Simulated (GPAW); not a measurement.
# Core-hole calculation of the Ti K edge in TiC (Fm-3m), part 2 of 4

Aim: the dependence of the Ti K near-edge features of TiC (Fm-3m) on volume.

GPAW 26.7.0; X-ray absorption from dipole matrix elements to empty bands, plane-wave PAW PBE.

So far. Step 2 (The field without a hole): The mesh shows no gap, so the system is treated as a metal and the core electron is put at the Fermi level (neutral cell).

The database entry behind the starting cell differs from later determinations by our own check (0.1 to 0.3 % short, probably kX units), so it need not match the best structure at ambient conditions.

### Step 4. Spectrum with XCH, Ti atom 1

The holes are 6.1 Å apart. In GPAW the data set carries the hole's charge, so charge=0 means a charged cell and charge=-1 a neutral one. The excited electron is kept in the cell, where it fills the lowest empty states and screens the hole. After the field has converged, empty bands are computed with the density fixed and the dipole matrix elements are summed.

The absorber has 6 C at 2.16 Å (octahedral, site symmetry m-3m).

xas.py

```python
import numpy as np
from ase import Atoms
from ase.parallel import parprint, paropen
from gpaw import GPAW, PW, FermiDirac, Mixer, MixerDif, setup_paths
from gpaw.test import gen
setup_paths.insert(0, '.')
gen('Ti', name='fch1s', xcname='PBE', corehole=(1, 0, 1), write_xml=True)
from gpaw.mpi import world
world.barrier()

atoms = Atoms('Ti8C8',
    cell=[[0, 4.3186, 4.3186],
     [4.3186, 0, 4.3186],
     [4.3186, 4.3186, 0]],
    scaled_positions=[[0, 0, 0],
     [0, 0, 0.5],
     [0, 0.5, 0],
     [0.5, 0, 0],
     [0, 0.5, 0.5],
     [0.5, 0, 0.5],
     [0.5, 0.5, 0],
     [0.5, 0.5, 0.5],
     [0.25, 0.25, 0.25],
     [0.25, 0.25, 0.75],
     [0.25, 0.75, 0.25],
     [0.75, 0.25, 0.25],
     [0.25, 0.75, 0.75],
     [0.75, 0.25, 0.75],
     [0.75, 0.75, 0.25],
     [0.75, 0.75, 0.75]],
    pbc=True)
atoms.calc = calc = GPAW(legacy_gpaw=True, mode=PW(430, force_complex_dtype=True), xc='PBE', setups={0: 'fch1s'},
    kpts={'size': (5, 5, 5), 'gamma': True}, occupations=FermiDirac(0.1),
    charge=-1, mixer=Mixer(0.1, 5, 50), maxiter=150,
    convergence={'density': 0.0001, 'eigenstates': 1e-6}, txt='scf.txt')
energy = atoms.get_potential_energy() + calc.get_reference_energy()
ef = calc.get_fermi_level()
out = dict(energy=energy, fermi=ef, forces=atoms.get_forces().tolist())
parprint(f'all-electron energy {energy:.4f} eV, Fermi level {ef:.4f} eV')
ev = np.array([[calc.get_eigenvalues(k, s) for k in range(len(calc.get_ibz_k_points()))] for s in range(calc.get_number_of_spins())])
out['homo'], out['lumo'], out['counts'] = ev[ev < ef].max(), ev[ev > ef].min(), sorted(set((ev < ef).sum((0, 2)).tolist()))
out['filled'] = (ev[:, 0] < ef).sum(1).tolist()

from ase.units import Ha
from gpaw.xas import dipole_matrix_elements
nb = int(calc.get_number_of_electrons() / 2) + 139
top, nb = nb, nb + 8 + nb // 12
nscf = calc.fixed_density(kpts={'size': (7, 7, 7), 'gamma': True}, nbands=nb,
    convergence={'bands': top, 'eigenstates': 5e-3}, maxiter=60, txt='nscf.txt')
cell = atoms.cell.array
ops = [cell.T @ U.T @ np.linalg.inv(cell.T) for U in nscf.wfs.kd.symmetry.op_scc]
E = np.arange(-6, 34, 0.1)
fwhm = np.interp(E, [4, 25], [0.94, 3.5])
Y, X, zero, highest = 0, 0, 1e9, 1e9
for spin in range(nscf.get_number_of_spins()):
    wfs = nscf.wfs
    mine = wfs.bd.get_slice()  # this rank's bands
    A = dipole_matrix_elements(wfs.setups[0])
    eps = np.zeros((wfs.kd.nibzkpts, nb))
    d = np.zeros((3, A.shape[1], wfs.kd.nibzkpts, nb), complex)
    for kpt in wfs.kpt_u:
        if kpt.s == spin and 0 in kpt.P_ani:
            eps[kpt.k, mine] = kpt.eps_n * Ha
            d[:, :, kpt.k, mine] = (kpt.weight * wfs.nspins / 2) ** 0.5 * np.inner(A, kpt.P_ani[0])
    world.sum(eps)
    world.sum(d)
    T = np.einsum('amkn,bmkn->abkn', d, d.conj()).real
    T = sum(np.einsum('ai,ijkn,bj->abkn', R, T, R) for R in ops) / len(ops)
    empty = eps > ef
    zero, highest = min(zero, eps[empty].min()), min(highest, eps[:, top - 1].min())
    lines = [(eps, T, empty)] if spin == 0 else lines + [(eps, T, empty)]
for eps, T, empty in lines:
    f = np.einsum('aakn->akn', T).reshape(3, -1)
    x = eps.ravel() - zero
    w = np.interp(x, E, fwhm) / 2.35482
    g = np.exp(-0.5 * ((E[:, None] - x) / w) ** 2) / (w * (2 * np.pi) ** 0.5)
    Y = Y + (f * empty.ravel()) @ g.T
    X = X + (f * ~empty.ravel()) @ g.T
out.update(E=E.round(2).tolist(), xas=Y.tolist(), xes=X.tolist(), zero=zero, valid=highest - zero, nk=len(eps), nb=nb)
for i in range(0, len(E), 10):
    parprint(f'{E[i]:7.2f}', *(f'{v:10.3e}' for v in Y[:, i]))
import json
with paropen('out.json', 'w') as f:
    json.dump(out, f)
```

Run with:

```console
$ OMP_NUM_THREADS=1 mpirun -n 4 gpaw python xas.py
```

Numbers of over 12 decimals in the logs are rounded to 6 here.

What it wrote:

```text
Input parameters:
  charge: -1
  convergence: {density: 0.0001,
                eigenstates: 1e-06}
  kpts: {gamma: True,
         size: (5, 5, 5)}
  maxiter: 150
  mixer: {backend: pulay,
          beta: 0.1,
          method: separate,
          nmaxold: 5,
          weight: 50}
  mode: {ecut: 430.0,
         force_complex_dtype: True,
         name: pw}
  occupations: {fixmagmom: False,
                name: fermi-dirac,
                width: 0.1}
  setups: {0: fch1s}
  xc: PBE

Initialize ...

[... PAW data sets ...]

Reference energy: -189017.551332  # eV

Spin-paired calculation

[... convergence settings ...]
Symmetries present (total): 48
  [... symmetry matrices ...]

125 k-points: 5 x 5 x 5 Monkhorst-Pack grid
10 k-points in the irreducible part of the Brillouin zone
       k-points in crystal coordinates                weights
   0:     0.00000000    0.00000000    0.00000000          1/125
   1:     0.20000000    0.20000000    0.00000000          6/125
   2:     0.20000000    0.20000000    0.20000000          8/125
   3:     0.40000000    0.20000000   -0.20000000         24/125
   4:     0.40000000    0.20000000    0.20000000         12/125
   5:     0.40000000    0.40000000   -0.40000000         24/125
   6:     0.40000000    0.40000000   -0.20000000         12/125
   7:     0.40000000    0.40000000    0.00000000          6/125
   8:     0.40000000    0.40000000    0.20000000         24/125
   9:     0.40000000    0.40000000    0.40000000          8/125

Wave functions: Plane wave expansion
  Cutoff energy: 430.000 eV
  Number of coefficients (min, max): 3244, 3287
  Pulay-stress correction: 0.000000 eV/Ang^3 (de/decut=0.000000)
  Using FFTW library
  Wavefunction extrapolation:
    Improved wavefunction reuse through dual PAW basis

Occupation numbers: Fermi-Dirac:
  width: 0.1000  # eV

Eigensolver
   Davidson(niter=2)

Densities:
  Coarse grid: 30*30*30 grid
  Fine grid: 60*60*60 grid
  Total Charge: 0.000000

Density mixing:
  Method: separate
  Backend: pulay
  Linear mixing parameter: 0.1
  old densities: 5
  Width of damping distribution: 1.1
  Damping of long wavelength oscillations: 50

[... Hamiltonian set-up ...]
Number of atoms: 16
Number of atomic orbitals: 136
Number of bands in calculation: 82
Number of valence electrons: 129
Bands to converge: occupied

... initialized

Initializing position-dependent things.

Density initialized from atomic densities
Creating initial wave functions:
  82 bands from LCAO basis set

                           C
                    C
                      C

               C    Ti    C
              Ti   C
               Ti   C
        Ti    C    Ti

            Ti
              Ti
       Ti

Atomic positions and initial magnetic moments

Positions:
   0 Ti     0.000000    0.000000    0.000000    ( 0.0000,  0.0000,  0.0000)
   1 Ti     2.159300    2.159300    0.000000    ( 0.0000,  0.0000,  0.0000)
   2 Ti     2.159300    0.000000    2.159300    ( 0.0000,  0.0000,  0.0000)
   3 Ti     0.000000    2.159300    2.159300    ( 0.0000,  0.0000,  0.0000)
   4 Ti     4.318600    2.159300    2.159300    ( 0.0000,  0.0000,  0.0000)
   5 Ti     2.159300    4.318600    2.159300    ( 0.0000,  0.0000,  0.0000)
   6 Ti     2.159300    2.159300    4.318600    ( 0.0000,  0.0000,  0.0000)
[...]
13 C      4.318600    6.477900    4.318600    ( 0.0000,  0.0000,  0.0000)
  14 C      4.318600    4.318600    6.477900    ( 0.0000,  0.0000,  0.0000)
  15 C      6.477900    6.477900    6.477900    ( 0.0000,  0.0000,  0.0000)

Unit cell:
           periodic     x           y           z      points  spacing
  1. axis:    yes    0.000000    4.318600    4.318600    30     0.1662
  2. axis:    yes    4.318600    0.000000    4.318600    30     0.1662
  3. axis:    yes    4.318600    4.318600    0.000000    30     0.1662

  Lengths:   6.107423   6.107423   6.107423
  Angles:   60.000000  60.000000  60.000000

Effective grid spacing dv^(1/3) = 0.1814

iter:   1  -177.062564
iter:   2  -159.983816   -0.23  -0.93
iter:   3  -156.046492   -0.48  -1.01
iter:   4  -151.276754   +0.16  -1.10
iter:   5  -153.526314   +0.03  -1.50
iter:   6  -157.282957   -0.14  -1.62
iter:   7  -155.878364   -0.77  -1.41
iter:   8  -151.945417   -0.74  -1.40
iter:   9  -151.799668   -1.08  -1.75
iter:  10  -151.719144   -1.24  -1.93
iter:  11  -151.768251   -1.42  -2.27
iter:  12  -151.776608c  -2.19  -2.41
iter:  13  -151.775290c  -2.95  -2.80
iter:  14  -151.771943c  -3.45  -2.89
iter:  15  -151.771962c  -4.14  -3.09
iter:  16  -151.772421c  -4.01  -3.22
iter:  17  -151.771915c  -4.47  -3.43
iter:  18  -151.771917c  -5.00  -3.96
iter:  19  -151.771927c  -5.87  -4.06c
iter:  20  -151.771897c  -5.80  -4.06c
iter:  21  -151.771921c  -6.09c -4.33c

Converged after 21 iterations.

Dipole moment: (0.000000, -0.000000, -0.000000) |e|*Ang

Energy contributions relative to reference atoms: (reference = -189017.551332)

Kinetic:       +139.416798
Potential:     -148.987791
External:        +0.000000
XC:            -142.523823
Entropy (-ST):   -0.118262
Local:           +0.382026
SIC:             +0.000000
--------------------------
Free energy:   -151.831052
Extrapolated:  -151.771921

Showing only first 2 kpts
 Kpt  Band  Eigenvalues  Occupancy
  0    62     10.18730    1.86340
  0    63     10.18730    1.86340
  0    64     10.72160    0.12247
  0    65     10.72160    0.12247

  1    62     10.00545    1.97649
  1    63     10.26137    1.73347
  1    64     10.26138    1.73345
[...]
Fermi level: 10.44861

No gap
No difference between direct/indirect transitions

Forces in eV/Ang:
  0 Ti   -0.00000   -0.00000   -0.00000
  1 Ti    0.00000    0.00000   -0.00000
  2 Ti   -0.00000    0.00000   -0.00000
  3 Ti    0.00000    0.00000   -0.00000
  4 Ti   -0.00000   -0.00000    0.00000
  5 Ti   -0.00000    0.00000    0.00000
  6 Ti    0.00000   -0.00000   -0.00000
[...]
13 C     0.00000    0.50774    0.00000
 14 C     0.00000   -0.00000    0.50774
 15 C    -0.00000   -0.00000    0.00000
Scalar-relativistic atomic PBE calculation for Ti (Titanium, Z=22)
Core hole in 1s state (1s occupation: 1.0)
600 radial gridpoints.
|------------------------------------------------|
|------------------------------------------------|
[... the atom generator's iteration count ...]

Energy contributions:
-------------------------
Kinetic:     +674.447474
XC:           -35.419629
Potential:  -1308.910167
-------------------------
Total:       -669.882321

state      eigenvalue         ekin         rmax
-----------------------------------------------
1s^1.0 :  -188.328446   241.595575        0.045
2s^2.0 :   -22.066272    44.136720        0.261
2p^6.0 :   -19.008306    43.727640        0.209
3s^2.0 :    -2.998602     9.442615        0.829
3p^6.0 :    -2.109826     8.339293        0.841
3d^2.0 :    -0.656112     5.317940        0.856
4s^2.0 :    -0.453889     1.327875        2.530
4p^0.0 :    -0.294989     0.947178        2.971
-----------------------------------------------
(units: Bohr and Hartree)

Generating PAW setup
Kinetic energy of the core from tauc = 595.323382
Cutoffs:
rc(s)=2.400
rc(p)=2.000
rc(d)=2.000
rc(vbar)=1.800
rc(comp)=2.300
rc(nct)=2.400

Kinetic energy of the core states: 592.234858
Charge: 1.0
Core electrons: 9.0
Valence electrons: 12.0
Pseudo-core charge: 0.000000
Shape function alpha=1.890
Pseudo-electron charge 5.313599
state    eigenvalue         norm
--------------------------------
3s(2) :    -2.998602     0.216592
4s(2) :    -0.453889     1.019903
3p(6) :    -2.109826     0.333325
4p(0) :    -0.294989     0.968752
3d(2) :    -0.656112     0.420330
*d    :     0.343888
--------------------------------

Diagonalizing with gridspacing h=0.050

state   all-electron     PAW
-------------------------------
3s:      -2.998602    -2.998884
3p:      -2.109826    -2.110472
3d:      -0.656112    -0.656704
*f:                   -0.028297
-------------------------------
all-electron energy -189169.3233 eV, Fermi level 10.4486 eV
[...]
31.00  5.542e-07  5.542e-07  5.542e-07
  32.00  5.113e-07  5.113e-07  5.113e-07
  33.00  4.875e-07  4.875e-07  4.875e-07
```

Run time: 1.9 min. Hardware: 4 MPI ranks of Arm Neoverse V2, shared host; peak memory 0.42 GiB; 7.7 min of CPU time.

The Ti K spectrum, Ti atom 1, excited-electron core hole (neutral cell) (energy from the lowest empty level; intensity scaled to a mean of 1 over the first 20 eV):

| E (eV) | intensity |
| --- | --- |
| -2.0 | 0.00 |
| -1.4 | 0.00 |
| -0.8 | 0.01 |
| -0.2 | 0.11 |
| 0.4 | 0.21 |
| 1.0 | 0.14 |
| 1.6 | 0.12 |
| 2.2 | 0.17 |
| 2.8 | 0.26 |
| 3.4 | 0.43 |
| 4.0 | 0.38 |
| 4.6 | 0.29 |
| 5.2 | 0.45 |
| 5.8 | 0.55 |
| 6.4 | 0.52 |
| 7.0 | 0.31 |
| 7.6 | 0.12 |
| 8.2 | 0.11 |
| 8.8 | 0.21 |
| 9.4 | 0.38 |
| 10.0 | 0.60 |
| 10.6 | 0.85 |
| 11.2 | 1.06 |
| 11.8 | 1.14 |
| 12.4 | 1.19 |
| 13.0 | 1.37 |
| 13.6 | 1.69 |
| 14.2 | 1.93 |
| 14.8 | 1.96 |
| 15.4 | 1.89 |
| 16.0 | 1.92 |
| 16.6 | 2.08 |
| 17.2 | 2.27 |
| 17.8 | 2.36 |
| 18.4 | 2.27 |
| 19.0 | 2.04 |
| 19.6 | 1.76 |
| 20.2 | 1.55 |
| 20.8 | 1.40 |
| 21.4 | 1.29 |
| 22.0 | 1.19 |
| 22.6 | 1.08 |
| 23.2 | 0.99 |
| 23.8 | 0.93 |
| 24.4 | 0.89 |
| 25.0 | 0.87 |
| 25.6 | 0.89 |
| 26.2 | 0.95 |
| 26.8 | 1.05 |
| 27.4 | 1.21 |
| 28.0 | 1.37 |
| 28.6 | 1.49 |
| 29.2 | 1.56 |
| 29.8 | 1.55 |
| 30.4 | 1.49 |
| 31.0 | 1.42 |
| 31.6 | 1.35 |

Main maxima below 30 eV (height): 0.4 eV (0.21), 3.6 eV (0.45), 6.0 eV (0.55), 14.6 eV (1.97), 17.8 eV (2.36) and 29.4 eV (1.56). A K edge sees empty p states. The weak features of the first eV are p character mixed into the empty d bands; the main 4p edge lies above them.

The total-energy difference is 4983.38 eV. One term is added: -22.82 eV, since the hole is spin-paired here and a spin-polarised one costs that much less in the free atom (computed apart). The photon energy is then 4960.56 eV. The tabulated edge of the element is 4966 eV. The functional leaves an error of a few eV in such absolute values.

### Step 5. Supercell without a hole, the energy reference

The cell changes for the next run, so it gets a reference energy of its own.

The cell differs from the one that the last finished run ended in (a 6.107 → 5.983 Å, b 6.107 → 5.983 Å, c 6.107 → 5.983 Å).

scf.py

```python
import numpy as np
from ase import Atoms
from ase.parallel import parprint, paropen
from gpaw import GPAW, PW, FermiDirac, Mixer, MixerDif, setup_paths
from gpaw.test import gen
setup_paths.insert(0, '.')
gen('Ti', name='nch1s', xcname='PBE', corehole=(1, 0, 0), write_xml=True)
from gpaw.mpi import world
world.barrier()

atoms = Atoms('Ti8C8',
    cell=[[0, 4.23044057, 4.23044057],
     [4.23044057, 0, 4.23044057],
     [4.23044057, 4.23044057, 0]],
    scaled_positions=[[0, 0, 0],
     [0, 0, 0.5],
     [0, 0.5, 0],
     [0.5, 0, 0],
     [0, 0.5, 0.5],
     [0.5, 0, 0.5],
     [0.5, 0.5, 0],
     [0.5, 0.5, 0.5],
     [0.25, 0.25, 0.25],
     [0.25, 0.25, 0.75],
     [0.25, 0.75, 0.25],
     [0.75, 0.25, 0.25],
     [0.25, 0.75, 0.75],
     [0.75, 0.25, 0.75],
     [0.75, 0.75, 0.25],
     [0.75, 0.75, 0.75]],
    pbc=True)
atoms.calc = calc = GPAW(legacy_gpaw=True, mode=PW(430, force_complex_dtype=True), xc='PBE', setups={0: 'nch1s'},
    kpts={'size': (5, 5, 5), 'gamma': True}, occupations=FermiDirac(0.1),
    charge=0, mixer=Mixer(0.1, 5, 50), maxiter=150,
    convergence={'density': 0.0001, 'eigenstates': 1e-6}, txt='scf.txt')
energy = atoms.get_potential_energy() + calc.get_reference_energy()
ef = calc.get_fermi_level()
out = dict(energy=energy, fermi=ef, forces=atoms.get_forces().tolist())
parprint(f'all-electron energy {energy:.4f} eV, Fermi level {ef:.4f} eV')
ev = np.array([[calc.get_eigenvalues(k, s) for k in range(len(calc.get_ibz_k_points()))] for s in range(calc.get_number_of_spins())])
out['homo'], out['lumo'], out['counts'] = ev[ev < ef].max(), ev[ev > ef].min(), sorted(set((ev < ef).sum((0, 2)).tolist()))
out['filled'] = (ev[:, 0] < ef).sum(1).tolist()
import json
with paropen('out.json', 'w') as f:
    json.dump(out, f)
```

Run with:

```console
$ OMP_NUM_THREADS=1 mpirun -n 4 gpaw python scf.py
```

What it wrote:

```text
Input parameters:
  convergence: {density: 0.0001,
                eigenstates: 1e-06}
  kpts: {gamma: True,
         size: (5, 5, 5)}
  maxiter: 150
  mixer: {backend: pulay,
          beta: 0.1,
          method: separate,
          nmaxold: 5,
          weight: 50}
  mode: {ecut: 430.0,
         force_complex_dtype: True,
         name: pw}
  occupations: {fixmagmom: False,
                name: fermi-dirac,
[...]
4s(2) :    -0.164137     0.992018
3p(6) :    -1.428160     0.433832
4p(0) :    -0.053893     0.982293
3d(2) :    -0.156485     0.588344
*d    :     0.843515
--------------------------------

Diagonalizing with gridspacing h=0.050

state   all-electron     PAW
-------------------------------
3s:      -2.301366    -2.301666
3p:      -1.428160    -1.428851
3d:      -0.156485    -0.156983
*f:                    0.063889
-------------------------------
all-electron energy -194151.9009 eV, Fermi level 11.1550 eV
[key lines of the parts left out:]
Converged after 27 iterations.
Dipole moment: (0.000000, 0.000000, 0.000000) |e|*Ang
Free energy:   -138.801122
Fermi level: 11.15495
```

Run time: 42 s. Hardware: 4 MPI ranks; peak memory 0.25 GiB; 2.8 min of CPU time.

Reference energy: -194151.901 eV with the cores included.

### Step 6. Spectrum with XCH, Ti atom 1

Shorter bonds are expected to push antibonding states and scattering resonances up, and longer ones down; the cell is scaled to test that.

Changed against the first core-hole run: volume scale from 1 to 0.94.

xas.py, as its differences from that of step 4:

```diff
@@ -11,5 +11,5 @@
 atoms = Atoms('Ti8C8',
-    cell=[[0, 4.3186, 4.3186],
-     [4.3186, 0, 4.3186],
-     [4.3186, 4.3186, 0]],
+    cell=[[0, 4.23044057, 4.23044057],
+     [4.23044057, 0, 4.23044057],
+     [4.23044057, 4.23044057, 0]],
     scaled_positions=[[0, 0, 0],
@@ -45,3 +45,3 @@
 from gpaw.xas import dipole_matrix_elements
-nb = int(calc.get_number_of_electrons() / 2) + 139
+nb = int(calc.get_number_of_electrons() / 2) + 133
 top, nb = nb, nb + 8 + nb // 12
```

Run with:

```console
$ OMP_NUM_THREADS=1 mpirun -n 4 gpaw python xas.py
```

What it wrote:

```text
Input parameters:
  charge: -1
  convergence: {density: 0.0001,
                eigenstates: 1e-06}
  kpts: {gamma: True,
         size: (5, 5, 5)}
  maxiter: 150
  mixer: {backend: pulay,
          beta: 0.1,
          method: separate,
          nmaxold: 5,
          weight: 50}
  mode: {ecut: 430.0,
         force_complex_dtype: True,
         name: pw}
  occupations: {fixmagmom: False,
[...]
*d    :     0.343888
--------------------------------

Diagonalizing with gridspacing h=0.050

state   all-electron     PAW
-------------------------------
3s:      -2.998602    -2.998884
3p:      -2.109826    -2.110472
3d:      -0.656112    -0.656704
*f:                   -0.028297
-------------------------------
all-electron energy -189168.7709 eV, Fermi level 11.2730 eV
[...]
32.00  5.548e-07  5.548e-07  5.548e-07
  33.00  5.121e-07  5.121e-07  5.121e-07
[key lines of the parts left out:]
Converged after 30 iterations.
Dipole moment: (0.000000, 0.000000, 0.000000) |e|*Ang
Free energy:   -151.276043
Fermi level: 11.27301
```

Elapsed: 1.9 min, on 4 MPI ranks; peak memory 0.42 GiB; 7.5 min of CPU time.

| E (eV) | first run | this run |
| --- | --- | --- |
| -2.0 | 0.00 | 0.00 |
| -1.0 | 0.00 | 0.00 |
| 0.0 | 0.16 | 0.18 |
| 1.0 | 0.14 | 0.16 |
| 2.0 | 0.15 | 0.16 |
| 3.0 | 0.32 | 0.28 |
| 4.0 | 0.38 | 0.49 |
| 5.0 | 0.39 | 0.32 |
| 6.0 | 0.55 | 0.57 |
| 7.0 | 0.31 | 0.53 |
| 8.0 | 0.10 | 0.19 |
| 9.0 | 0.26 | 0.18 |
| 10.0 | 0.60 | 0.44 |
| 11.0 | 1.00 | 0.81 |
| 12.0 | 1.15 | 1.14 |
| 13.0 | 1.37 | 1.27 |
| 14.0 | 1.87 | 1.65 |
| 15.0 | 1.93 | 2.00 |
| 16.0 | 1.92 | 1.94 |
| 17.0 | 2.21 | 2.03 |
| 18.0 | 2.35 | 2.30 |
| 19.0 | 2.04 | 2.37 |
| 20.0 | 1.61 | 2.08 |
| 21.0 | 1.37 | 1.71 |
| 22.0 | 1.19 | 1.47 |
| 23.0 | 1.02 | 1.28 |
| 24.0 | 0.91 | 1.09 |
| 25.0 | 0.87 | 0.97 |
| 26.0 | 0.92 | 0.92 |
| 27.0 | 1.10 | 0.94 |
| 28.0 | 1.37 | 1.09 |
| 29.0 | 1.54 | 1.36 |
| 30.0 | 1.53 | 1.58 |
| 31.0 | 1.42 | 1.62 |
| 32.0 | 1.31 | 1.52 |

The scaled spectrum changes by 15 % r.m.s. A shift of +0.6 eV leaves 8 %. The highest intensity below 24 eV goes from 17.8 eV (2.36) to 18.7 eV (2.39).

The photon energy of the zero moves by -0.25 eV.

(Part 2 of 4 ends here.)

[Banner, clock and machine lines of the logs are left out without a mark of their own.]

[Logs are printed without paths, hosts, clocks, repeated set-up lines and the standing remarks that a program may print on its own settings, such as how far it seeks lower states.]

[Hosts, paths, dates, database ids (printed as entryN), source tags and the programs' standing remarks are cut or masked in the printed files.]

[Lists of maxima count a maximum above −3 eV only where it reaches 4 % of the highest in the window and stands out from its surroundings by 2 % of it (1.5 % where it reaches 55 %); shoulders and weaker maxima are passed over, and of the rest the first, up to two pre-edge ones and the few strongest are named.]
